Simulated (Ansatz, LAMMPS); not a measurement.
# Amorphous 14ZrO2-86SiO2 (mol %) (84 atoms), relaxed: mesh and functional compared

Which bonds does the relaxation leave, and how do the Kohn-Sham gap, forces and pressure change with k-mesh and functional?

Calculated with Ansatz 0.2.0: Kohn-Sham DFT, PBE, PAW (set soft_2), plane waves; cutoff 420 eV, Γ point, fermi-dirac smearing of 0.025 eV.

**The cell**

Density at the start: 2.58 g/cm³. The cell holds 84 atoms: 4 Zr, 24 Si and 56 O. Its edges and angles: a = 10.760 Å, b = 10.760 Å, c = 10.760 Å, α = 90.0°, β = 90.0°, γ = 90.0°. 84 atoms (4 Zr, 24 Si, 56 O) placed at random at 2.58 g/cm³, melted at 5000 K for 10 ps at fixed volume with the Morse and Coulomb pair potential with partial charges (Pedone, Malavasi, Menziani, Cormack and Segre, J. Phys. Chem. B 110, 11780 (2006)). Quenched from 5000 K to 300 K at 50 K/ps and fixed volume, held 5 ps, then minimised at fixed cell.

Cell and atoms were relaxed with PBE. The walk converged after 20 steps by the program's count, with a largest force component of 0.0358 eV/Å; it began at an r.m.s. force component of 0.85 eV/Å. The edges went from 10.760, 10.760, 10.760 to 10.553, 10.800, 10.553 Å, and the volume from 14.831 to 14.297 Å³ an atom (-3.6 %).

The input of the reference single point:

```yaml
crystal:
  lattice:
    - [10.55062, -0.2017, -0.08017]
    - [-0.2017, 10.79673, -0.19536]
    - [-0.08017, -0.19536, 10.55064]
  atoms:
    - { symbol: Zr, position: [0.54149, 0.30324, 0.12892] }
    - { symbol: Zr, position: [0.50823, 0.22089, 0.69931] }
    - { symbol: Zr, position: [0.80466, 0.93872, 0.39394] }
    - { symbol: Zr, position: [0.66858, 0.51104, 0.79131] }
    [... 78 atom lines left out ...]
    - { symbol: O, position: [0.7685, 0.68136, 0.78343] }
    - { symbol: O, position: [0.86803, 0.5882, 0.52147] }
kpoints:
  mp_grid: { grid: [1, 1, 1] }
hamiltonian:
  xc: pbe
scf:
  occupations: { method: fermi_dirac, width: 0.025 }
output:
  forces: true
  stress: true
  populations: true
  dos:
    method: { smearing: { sigma: 0.08 } }
    de: 0.05
    projected: { site_lists: { O: [O], Si: [Si], Zr: [Zr] } }
  eigenvalues: true
  write_density: true
  write_potential: true
  volumetric_format: npy
```

**Bonds after relaxation**

Bonds by pair of elements; cutoffs follow the first minimum of g(r), held within bounds set by covalent radii, and pairs that aren't listed don't count as bonded:

| pair A-B | cutoff (Å) | bonds | mean length (Å) | spread (Å) | shortest (Å) | B about A | A about B |
| --- | --- | --- | --- | --- | --- | --- | --- |
| O-Si | 2.16 | 96 | 1.64 | 0.049 | 1.57 | 1.71 | 4 |
| O-Zr | 2.82 | 18 | 2.01 | 0.06 | 1.90 | 0.321 | 4.5 |

How many atoms have how many bonded neighbours:

| element | mean | 2 | 3 | 4 | 5 |
| --- | --- | --- | --- | --- | --- |
| O | 2.04 | 54 | 2 | 0 | 0 |
| Si | 4 | 0 | 0 | 24 | 0 |
| Zr | 4.5 | 0 | 0 | 2 | 2 |

**Levels of theory**

Single points at the relaxed geometry:

```
functional  k-mesh  Kohn-Sham gap (eV)  pressure (GPa)  r.m.s. force component (eV/Å)  SCF cycles     time
       PBE   1×1×1               4.330            0.00                          0.008          10     22 s
       PBE   2×2×2               4.324            0.00                          0.009          10  2.9 min
     HSE06   1×1×1               6.031           -4.82                          0.182          18  4.5 min
    r2SCAN   1×1×1               4.931           -4.49                          0.159          10     52 s
    PBEsol   1×1×1               4.268           -2.76                          0.064          10     18 s
```

The gap is that between the highest filled and lowest empty Kohn-Sham level on the run's k-points. Cutoffs: 420 eV for PBE, HSE06 and PBEsol; 500 eV for r2SCAN. Times come from shared hosts and are rough.

**Findings**

By these cutoffs 96 % of O atoms have 2, 100 % of Si atoms have 4 and 50 % of Zr atoms have 4 neighbours. The Kohn-Sham gap is 4.33 eV with PBE on the 1×1×1 mesh and 4.32 eV on 2×2×2. On the 1×1×1 mesh HSE06 changes the gap by +1.70 eV against PBE. Carrying that shift over to the 2×2×2 mesh gives 4.32 + 1.70 = 6.02 eV, an estimate that takes the shift to be alike at all k-points. On the reference's mesh the gap changes with r2SCAN by +0.60 eV and PBEsol by -0.06 eV. Against the reference the pressure changes with HSE06 by -4.8 GPa, r2SCAN by -4.5 GPa and PBEsol by -2.8 GPa; a negative change means a smaller volume than PBE would take. The denser mesh moves the energy by -0.6 meV/atom and the pressure by +0.00 GPa.

Limits: All single points share the geometry relaxed with PBE. The volume changed by -3.6 % on relaxing; in so small a cell, on this mesh and at this cutoff, the relaxed density is rough. One sample; tail or defect levels can set the gap of a disordered cell. The quench rate of 50 K/ps is many orders above laboratory rates, so the cell is likely richer in defects and strain than a real sample. The network of bonds at the start is that of the classical potential that made the cell, and needn't be the one that DFT or experiment would give. In some runs the program notes that the exchange-correlation potential is rough where the density is thin, it cut back its work space to fit the memory limit, the exchange threshold is loose for the stress and the SCF threshold is loose for the stress.

[Logs are printed without paths, hosts, clocks, repeated set-up lines and the standing remarks that a program may print on its own settings, such as how far it seeks lower states.]

[Hosts, paths, dates, database ids (printed as entryN), source tags and the programs' standing remarks are cut or masked in the printed files.]
